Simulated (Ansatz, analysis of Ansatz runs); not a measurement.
# Reproducing a measured migration barrier: interstitial H in bcc Ta, hop from a tetrahedral to the next tetrahedral site, part 2 of 2

Aim: the migration barrier of interstitial H in bcc Ta, hop from a tetrahedral to the next tetrahedral site, to be set beside the measurement. Set-up: PBE, 32-site cell, PBE lattice, 420 eV, k: 4x4x4 Gamma-centred. The model is a cell of 32 host atoms with 1 H put in. The barrier is the energy of the highest image of a climbing band over the relaxed site that the atom leaves. A local or semilocal functional is the cheapest first rung.

Ansatz 0.2.0; PBE, 32-site cell, PBE lattice, 420 eV, k: 4x4x4 Gamma-centred.

So far: The starting structure; Relaxation, charge 0.

### Step 3. Nudged elastic band

A band of images joins the two ends; its highest image climbs to the saddle, whose energy over the site left is the barrier.

This step: plane-wave PAW DFT, PBE; nudged elastic band between two relaxed defect structures at fixed charge.

neb/input.yaml reads:

```yaml
crystal:
  lattice:
    - [0.0, 6.64119614, 6.64119614]
    - [6.64119614, 0.0, 6.64119614]
    - [6.64119614, 6.64119614, 0.0]
  atoms:
    - { symbol: Ta, position: [-0.00011107, -4.9771e-05, 4.9771e-05] }
    - { symbol: Ta, position: [0.124061046, 0.124082776, 0.126442777] }
    - { symbol: Ta, position: [0.2504134, 0.249061046, 0.249082776] }
    - { symbol: Ta, position: [0.376623729, 0.373376271, 0.368263007] }
    - { symbol: Ta, position: [-0.000917224, 0.001442777, 0.5004134] }
    - { symbol: Ta, position: [0.124689681, 0.124825178, 0.625587875] }
    - { symbol: Ta, position: [0.248376271, 0.243263007, 0.756736993] }
    - { symbol: Ta, position: [0.375889484, 0.374110516, 0.876384961] }
    - { symbol: Ta, position: [-0.000174822, 0.500587875, -0.000102734] }
    - { symbol: Ta, position: [0.124841428, 0.625158572, 0.124562237] }
    - { symbol: Ta, position: [0.249110516, 0.751384961, 0.248615039] }
    - { symbol: Ta, position: [0.375587875, 0.874897266, 0.374689681] }
    - { symbol: Ta, position: [-0.001384961, 0.500889484, 0.499110516] }
    - { symbol: Ta, position: [0.118263007, 0.631736993, 0.626623729] }
    - { symbol: Ta, position: [0.249412125, 0.750174822, 0.750310319] }
    - { symbol: Ta, position: [0.3745866, 0.873557223, 0.875917224] }
    - { symbol: Ta, position: [0.500158572, -0.000437763, 0.000437763] }
    - { symbol: Ta, position: [0.62511107, 0.12488893, 0.124950229] }
    - { symbol: Ta, position: [0.749897266, 0.249689681, 0.249825178] }
    - { symbol: Ta, position: [0.876442777, 0.3754134, 0.374061046] }
    - { symbol: Ta, position: [0.500310319, 0.000102734, 0.499412125] }
    - { symbol: Ta, position: [0.626384961, 0.123615039, 0.625889484] }
    - { symbol: Ta, position: [0.750437763, 0.249841428, 0.750158572] }
    - { symbol: Ta, position: [0.875102734, 0.374412125, 0.875174822] }
    - { symbol: Ta, position: [0.500938954, 0.4995866, -0.001442777] }
    - { symbol: Ta, position: [0.625174822, 0.625310319, 0.125102734] }
    - { symbol: Ta, position: [0.750049771, 0.75011107, 0.24988893] }
    - { symbol: Ta, position: [0.874562237, 0.875437763, 0.374841428] }
    - { symbol: Ta, position: [0.506736993, 0.501623729, 0.498376271] }
    - { symbol: Ta, position: [0.625917224, 0.625938954, 0.6245866] }
    - { symbol: Ta, position: [0.748557223, 0.750917224, 0.750938954] }
    - { symbol: Ta, position: [0.874950229, 0.875049771, 0.87511107] }
    - { symbol: H, position: [0.3125, 0.4375, 0.5625] }
basis:
  ecutwfc: 420
  xc_grid: 2
hamiltonian:
  xc: pbe
kpoints:
  mp_grid: { grid: [4, 4, 4] }
scf:
  occupations: { method: methfessel_paxton, width: 0.1 }
  max_iter: 120
output:
  forces: true
neb:
  images: 3
  f_tol: 0.04
  climbing: true
  initial_path: idpp
  max_iterations: 45
  order_check: false
  final_atoms:
    - { symbol: Ta, position: [-5.2465e-05, -0.000406352, 0.000406352] }
    - { symbol: Ta, position: [0.12551952, 0.124114184, 0.126411361] }
[... 1 atom line left out ...]
    - { symbol: Ta, position: [0.381843095, 0.373407672, 0.368231608] }
[... 2 atom lines left out ...]
    - { symbol: Ta, position: [0.251729847, 0.243294424, 0.756705576] }
    - { symbol: Ta, position: [0.375416429, 0.374443536, 0.875143408] }
    - { symbol: Ta, position: [-0.000204208, 0.50061928, -0.000134145] }
[... 1 atom line left out ...]
    - { symbol: Ta, position: [0.250995584, 0.751416358, 0.248583642] }
    - { symbol: Ta, position: [0.375264687, 0.875469168, 0.374810016] }
    - { symbol: Ta, position: [-0.006630873, 0.501655144, 0.498344856] }
    - { symbol: Ta, position: [0.123482375, 0.631768392, 0.626592328] }
[... 7 atom lines left out ...]
    - { symbol: Ta, position: [0.625003374, 0.124856592, 0.625556464] }
[... 1 atom line left out ...]
    - { symbol: Ta, position: [0.873721161, 0.374141934, 0.876353542] }
[... 4 atom lines left out ...]
    - { symbol: Ta, position: [0.501491061, 0.500920881, 0.499079119] }
[... 3 atom lines left out ...]
    - { symbol: H, position: [0.187606111, 0.437531408, 0.562468592] }
```

Run with:

```sh
ansatz run input.yaml --threads 8 --pin off --max-ram 14131MiB --backend cpu --events-out ev --progress --plain --runs-dir out
```

Numbers of over 12 decimals in the logs are rounded to 6 here.

What it wrote:

```text
[...]
Warning: neb: disabling space-group detection — the band's intermediate images generally break the endpoint symmetry, so no spatial operation reduces the k-mesh or symmetrises the density, except that a semilocal band can use its path's symmetry ahead of [...]
[...]
NEB image 0
Crystal: 33 atoms, lattice volume = 585.826 Å³
Basis set: ecut = 420 eV, 11575 PW (Γ), exchange–correlation on 128×128×128 points (8 copies of the dense FFT grid, shifted against one another)
Bands: 251, of which v1, the nominal top of the filled ones, is band 209 counted from 1 (208 counted from 0)
Symmetry: 1 space group operations
k-points: 36 of 64 (time reversal used)
[...]
SCF iter   1: F=—  HF=-317848.334711 eV  |F-HF|=—  |Δ(HF+E_count)|=         —  Δρ=3.13e-3  dr2=2.01e-1  ethr=1.77e-3  ⟨swp⟩=6.1  Hψ=37282  notcnv=0  defer=9
[...]
SCF iter   7: F=-317848.322019 eV  HF=-317848.322019 eV  |F-HF|=4.98e-8  |Δ(HF+E_count)|=   4.42e-9  S|Δr|=    0.00e0  Δρ=2.41e-6  dr2=6.51e-8  ethr=2.40e-11  ⟨swp⟩=4.0  Hψ=27210  notcnv=0
SCF 1 converged in 7 iterations: F = -317848.322019 eV  dr2 = 6.51e-8
[...]
NSCF: frozen V_eff on 36 k-points
NEB image 4
SCF iter   1: F=—  HF=-317848.334671 eV  |F-HF|=—  |Δ(HF+E_count)|=         —  Δρ=3.13e-3  dr2=2.00e-1  ethr=1.77e-3  ⟨swp⟩=6.1  Hψ=37127  notcnv=0  defer=9
[...]
SCF iter   7: F=-317848.322019 eV  HF=-317848.322019 eV  |F-HF|=5.02e-8  |Δ(HF+E_count)|=   3.67e-9  S|Δr|=    0.00e0  Δρ=2.42e-6  dr2=6.57e-8  ethr=2.40e-11  ⟨swp⟩=4.0  Hψ=27222  notcnv=0
SCF 2 converged in 7 iterations: F = -317848.322019 eV  dr2 = 6.57e-8
[...]
NEB end point (image 0): max|allowed force component| = 1.947e-3 eV/Å (the criterion of neb.relax_end_points is 1.000e-2)
NEB end point (image 4): max|allowed force component| = 1.946e-3 eV/Å (the criterion of neb.relax_end_points is 1.000e-2)
NEB image 1
SCF iter   1: F=—  HF=-317848.181383 eV  |F-HF|=—  |Δ(HF+E_count)|=         —  Δρ=3.06e-3  dr2=1.72e-1  ethr=1.77e-3  ⟨swp⟩=6.2  Hψ=36878  notcnv=0  defer=23
[...]
SCF iter   7: F=-317848.170117 eV  HF=-317848.170117 eV  |F-HF|=4.06e-8  |Δ(HF+E_count)|=   1.68e-8  S|Δr|=    0.00e0  Δρ=2.08e-6  dr2=5.20e-8  ethr=2.40e-11  ⟨swp⟩=4.0  Hψ=27295  notcnv=0
SCF 3 converged in 7 iterations: F = -317848.170117 eV  dr2 = 5.20e-8
NEB image 2
SCF iter   1: F=—  HF=-317848.051055 eV  |F-HF|=—  |Δ(HF+E_count)|=         —  Δρ=3.04e-3  dr2=1.58e-1  ethr=1.77e-3  ⟨swp⟩=6.2  Hψ=36911  notcnv=0  defer=24
[...]
SCF iter   7: F=-317848.040441 eV  HF=-317848.040441 eV  |F-HF|=4.30e-8  |Δ(HF+E_count)|=   1.47e-8  S|Δr|=    0.00e0  Δρ=1.99e-6  dr2=5.28e-8  ethr=2.40e-11  ⟨swp⟩=4.0  Hψ=27305  notcnv=0
SCF 4 converged in 7 iterations: F = -317848.040441 eV  dr2 = 5.28e-8
NEB image 3
SCF iter   1: F=—  HF=-317848.182166 eV  |F-HF|=—  |Δ(HF+E_count)|=         —  Δρ=3.06e-3  dr2=1.71e-1  ethr=1.77e-3  ⟨swp⟩=7.8  Hψ=34888  notcnv=0  defer=26
[...]
SCF iter   7: F=-317848.170117 eV  HF=-317848.170117 eV  |F-HF|=3.82e-8  |Δ(HF+E_count)|=   1.80e-8  S|Δr|=    0.00e0  Δρ=1.99e-6  dr2=4.84e-8  ethr=2.40e-11  ⟨swp⟩=4.0  Hψ=27296  notcnv=0
SCF 5 converged in 7 iterations: F = -317848.170117 eV  dr2 = 4.84e-8
NEB iter   1: max|band force component| = 6.147e-1 eV/Å  barrier→ = 0.2816 eV  barrier← = 0.2816 eV  Δτ_max = 0.1983 Å  (35 SCF iters)
NEB image 1
[...]
iter 1 solved again at ethr=2.92e-4 eV; its pass at ethr=3.10e-3 eV (dr2=1.22e0 eV) is discarded
SCF iter   1: F=—  HF=-317848.169115 eV  |F-HF|=—  |Δ(HF+E_count)|=         —  Δρ=7.83e-3  dr2=1.36e0  ethr=2.92e-4  ⟨swp⟩=3.6  Hψ=31778  notcnv=0  defer=11
eigensolver tolerance schedule calibrated: the retry pair's looser diagonalisation under-reported the residual by θ = 0.11 (0.10/decade); [...]
SCF iter   2: F=—  HF=-317848.055181 eV  |F-HF|=—  |Δ(HF+E_count)|=   1.14e-1  S|Δr|=    0.00e0  Δρ=3.88e-3  dr2=1.67e-1  ethr=2.92e-4  ⟨swp⟩=1.4  Hψ=9177  notcnv=0  defer=7
[...]
SCF iter   8: F=-317848.025992 eV  HF=-317848.025992 eV  |F-HF|=1.77e-8  |Δ(HF+E_count)|=   6.87e-8  S|Δr|=    0.00e0  Δρ=1.63e-6  dr2=2.58e-8  ethr=2.26e-11  ⟨swp⟩=3.0  Hψ=30811  notcnv=0
SCF 6 converged in 8 iterations: F = -317848.025992 eV  dr2 = 2.58e-8
NEB image 2
[...]
SCF iter   8: F=-317847.785447 eV  HF=-317847.785447 eV  |F-HF|=1.04e-8  |Δ(HF+E_count)|=   1.38e-7  S|Δr|=    0.00e0  Δρ=1.54e-6  dr2=1.85e-8  ethr=8.60e-12  ⟨swp⟩=3.0  Hψ=30364  notcnv=0
SCF 7 converged in 8 iterations: F = -317847.785447 eV  dr2 = 1.85e-8
NEB image 3
[...]
SCF iter   8: F=-317848.025988 eV  HF=-317848.025988 eV  |F-HF|=1.66e-8  |Δ(HF+E_count)|=   6.92e-8  S|Δr|=    0.00e0  Δρ=1.63e-6  dr2=2.46e-8  ethr=2.20e-11  ⟨swp⟩=3.0  Hψ=30838  notcnv=0
SCF 8 converged in 8 iterations: F = -317848.025988 eV  dr2 = 2.46e-8
NEB iter   2: max|band force component| = 1.941e0 eV/Å  barrier→ = 0.5366 eV  barrier← = 0.5366 eV  Δτ_max = 0.0995 Å  (24 SCF iters)
NEB image 1
[...]
SCF iter   8: F=-317848.230295 eV  HF=-317848.230295 eV  |F-HF|=1.43e-8  |Δ(HF+E_count)|=   4.08e-8  S|Δr|=    0.00e0  Δρ=1.39e-6  dr2=2.03e-8  ethr=2.40e-11  ⟨swp⟩=4.0  Hψ=27263  notcnv=0
SCF 9 converged in 8 iterations: F = -317848.230295 eV  dr2 = 2.03e-8
NEB image 2
[...]
SCF iter   8: F=-317848.121042 eV  HF=-317848.121042 eV  |F-HF|=1.93e-8  |Δ(HF+E_count)|=   4.99e-8  S|Δr|=    0.00e0  Δρ=1.64e-6  dr2=2.75e-8  ethr=2.40e-11  ⟨swp⟩=3.0  Hψ=30449  notcnv=0
SCF 10 converged in 8 iterations: F = -317848.121042 eV  dr2 = 2.75e-8
NEB image 3
[...]
SCF iter   8: F=-317848.230295 eV  HF=-317848.230295 eV  |F-HF|=1.40e-8  |Δ(HF+E_count)|=   4.12e-8  S|Δr|=    0.00e0  Δρ=1.39e-6  dr2=2.02e-8  ethr=2.40e-11  ⟨swp⟩=4.0  Hψ=27262  notcnv=0
SCF 11 converged in 8 iterations: F = -317848.230295 eV  dr2 = 2.02e-8
NEB iter   3: max|band force component| = 2.228e-1 eV/Å  barrier→ = 0.2010 eV  barrier← = 0.2010 eV  CI = image 2  Δτ_max = 0.0622 Å  (24 SCF iters)
[...]
NEB iter   4: max|band force component| = 4.623e-2 eV/Å  barrier→ = 0.1850 eV  barrier← = 0.1850 eV  CI = image 2  Δτ_max = 0.0228 Å  (21 SCF iters)
NEB image 1
[...]
SCF iter   6: F=-317848.234543 eV  HF=-317848.234543 eV  |F-HF|=7.74e-9  |Δ(HF+E_count)|=   1.75e-9  S|Δr|=    0.00e0  Δρ=9.64e-7  dr2=1.07e-8  ethr=2.40e-11  ⟨swp⟩=4.0  Hψ=27066  notcnv=0
SCF 15 converged in 6 iterations: F = -317848.234543 eV  dr2 = 1.07e-8
NEB image 2
[...]
SCF iter   6: F=-317848.139023 eV  HF=-317848.139023 eV  |F-HF|=1.79e-8  |Δ(HF+E_count)|=   1.68e-8  S|Δr|=    0.00e0  Δρ=1.43e-6  dr2=2.38e-8  ethr=2.40e-11  ⟨swp⟩=4.0  Hψ=27276  notcnv=0
SCF 16 converged in 6 iterations: F = -317848.139023 eV  dr2 = 2.38e-8
NEB image 3
[...]
SCF iter   6: F=-317848.234543 eV  HF=-317848.234543 eV  |F-HF|=8.03e-9  |Δ(HF+E_count)|=   1.80e-9  S|Δr|=    0.00e0  Δρ=9.66e-7  dr2=1.08e-8  ethr=2.40e-11  ⟨swp⟩=4.0  Hψ=27064  notcnv=0
SCF 17 converged in 6 iterations: F = -317848.234543 eV  dr2 = 1.08e-8
NEB image 1
[...]
NEB image 3
[...]
NEB image 2
[...]
the search or the solves at the SCF's close seem to have found levels that the self-consistency loop had missed (the run counts 1). By its estimate they hold under 1e-12 electrons; where the run keeps them, the occupations were computed again with them
NEB iter   5: max|band force component| = 1.512e-2 eV/Å  barrier→ = 0.1830 eV  barrier← = 0.1830 eV  CI = image 2  Δτ_max = 0.0000 Å  (18 SCF iters)
SCF converged after 6 iterations
[...]
Free energy (F): -317848.139023 eV
[...]
Internal energy: -317848.149097 eV  (E = F + TS)
E sigma→0 (E₀):  -317848.141542 eV
Entropy (-TS):   0.010073 eV (0.305 meV/atom)
Fermi energy:    18.324775 eV
[...]
--- Forces (eV/Å), atoms counted from 1 ---
  atom   1  Ta    -0.00018366    -0.00301836    -0.00363427
  atom   2  Ta     0.01097949     0.00803776    -0.00803890
  [... 1 atom left out ...]
  atom   4  Ta     0.00933305     0.00217004    -0.00216914
  [... 2 atoms left out ...]
  atom   7  Ta     0.00005202    -0.01512063     0.01511994
  atom   8  Ta     0.00383688     0.00179410     0.00363478
  [... 2 atoms left out ...]
  atom  11  Ta    -0.00036744    -0.00015130     0.00015184
  atom  12  Ta    -0.00051417     0.00280030     0.00704438
  atom  13  Ta     0.00000735    -0.00509068    -0.00571420
  atom  14  Ta    -0.00926554     0.00176885    -0.00176957
  [... 7 atoms left out ...]
  atom  22  Ta    -0.00399939     0.00121840     0.00387289
  [... 6 atoms left out ...]
  atom  29  Ta     0.00000615     0.00571354     0.00509120
  [... 3 atoms left out ...]
  atom  33  H     -0.00297351     0.00248485    -0.00248478
  max |Σ_I F_I| component: 8.48e-6 eV/Å
--- Band table (eV; the first three rows and the last of 36) ---
[...]
[... further k-points left out ...]
this run last wrote the band of iteration 5 to <dir>
--- NEB band (5 images, 5 band iterations, 122 SCF iterations) ---
  forward barrier  = 0.182995 eV
  backward barrier = 0.182995 eV
  lagrangian_above_aufbau_ev (what the smearing adds, to first order; not taken off the barriers): saddle image -0.004497 eV, end points -0.001568 and -0.001568 eV
  climbing image's point = of an order that was not read
  energies are F+E_penalty+E_count in eV, relative to image 0
  image     s (Å)  Δ vs image 0  max|band force component| (eV/Å)
      0    0.0000      0.000000                                 —
      1    0.3071      0.087476                          1.277e-2
  *   2    0.6141      0.182995                          1.512e-2
      3    0.9212      0.087476                          1.277e-2
      4    1.2283      0.000000                                 —
  climbing-image geometry (image 2):
  cell:  # Å, volume = 585.8264 Å³
    - [0.0, 6.64119614, 6.64119614]
    - [6.64119614, 0.0, 6.64119614]
    - [6.64119614, 6.64119614, 0.0]
  atoms:
    - { symbol: Ta, position: [0.001479, -0.000511, 0.000511] }
    - { symbol: Ta, position: [0.124317, 0.124334, 0.127139] }
    - { symbol: Ta, position: [0.251428, 0.248017, 0.248559] }
    - { symbol: Ta, position: [0.383849, 0.369653, 0.362754] }
    - { symbol: Ta, position: [-0.002445, 0.003989, 0.501006] }
    - { symbol: Ta, position: [0.125149, 0.125208, 0.625327] }
    - { symbol: Ta, position: [0.250053, 0.243216, 0.756784] }
    - { symbol: Ta, position: [0.374957, 0.374677, 0.874786] }
    - { symbol: Ta, position: [-0.001557, 0.501073, 0.002147] }
    - { symbol: Ta, position: [0.125221, 0.624347, 0.126097] }
    - { symbol: Ta, position: [0.250050, 0.751000, 0.249005] }
    - { symbol: Ta, position: [0.374881, 0.873904, 0.375653] }
    - { symbol: Ta, position: [0.000304, 0.500130, 0.499869] }
    - { symbol: Ta, position: [0.116237, 0.637266, 0.630366] }
    - { symbol: Ta, position: [0.248684, 0.751437, 0.751977] }
    - { symbol: Ta, position: [0.375791, 0.872861, 0.875663] }
    - { symbol: Ta, position: [0.498627, -0.000511, 0.000511] }
    - { symbol: Ta, position: [0.626808, 0.122775, 0.123714] }
    - { symbol: Ta, position: [0.752103, 0.248017, 0.248559] }
    - { symbol: Ta, position: [0.874112, 0.376167, 0.375715] }
    - { symbol: Ta, position: [0.501669, -0.002150, 0.498917] }
    - { symbol: Ta, position: [0.624422, 0.125208, 0.625327] }
    - { symbol: Ta, position: [0.750055, 0.249975, 0.750022] }
    - { symbol: Ta, position: [0.875685, 0.374677, 0.874786] }
    - { symbol: Ta, position: [0.502555, 0.498997, -0.004002] }
    - { symbol: Ta, position: [0.624442, 0.624347, 0.126097] }
    - { symbol: Ta, position: [0.750053, 0.748675, 0.251326] }
    - { symbol: Ta, position: [0.875668, 0.873904, 0.375653] }
    - { symbol: Ta, position: [0.499804, 0.500130, 0.499869] }
    - { symbol: Ta, position: [0.626001, 0.624278, 0.623826] }
    - { symbol: Ta, position: [0.748008, 0.751437, 0.751977] }
    - { symbol: Ta, position: [0.873314, 0.876273, 0.877205] }
    - { symbol: H, position: [0.250028, 0.445215, 0.554835] }
```

Elapsed: 26 min, on 8 threads of Arm Neoverse V2, shared host; peak memory 12 GiB.

The column dr2 measures how far the density is from self-consistency, as an energy; F and HF (Harris–Foulkes) agree once it is small.

The path, image by image:

```tsv
image	path (Å)	energy (eV)	H33: x, y, z (Å)
0	0.000	0.0000	6.641, 5.811, 4.981
1	0.307	0.0875	6.642, 5.567, 4.829
2	0.614	0.1830	6.642, 5.345, 4.617
3	0.921	0.0875	6.642, 5.133, 4.395
4	1.228	0.0000	6.641, 4.981, 4.152
```

This step gave:

| Item | Value |
| --- | --- |
| free energy | -317848.1390 eV |
| smearing term TS | -0.01007 eV |
| barrier forward | 0.1830 eV |
| barrier backward | 0.1830 eV |

### Step 4. Summary of results

| Quantity | Value |
| --- | --- |
| migration barrier (saddle less minimum) | 0.18 eV |
| energy difference of the two ends | 0.00 eV |
| length of the hop | 1.17 Å |
| time of the whole chain | 30 min on 8 threads |

In words: Migration barrier: computed 0.18 eV, measured 0.152 eV; 0.03 eV above the measurement. The measured number is an Arrhenius activation energy of long-range diffusion; for H it holds zero-point energy and, in bcc metals near room temperature, tunnelling. One hop between neighbouring sites is computed at the host's lattice.

[Logs are printed without paths, hosts, clocks, repeated set-up lines and the standing remarks that a program may print on its own settings, such as how far it seeks lower states.]

[Hosts, paths, dates, database ids (printed as entryN), source tags and the programs' standing remarks are cut or masked in the printed files.]

[For some hosts the program warned that the k-mesh of the response run may be too coarse for force constants and the static dielectric constant; such warnings are not shown here.]
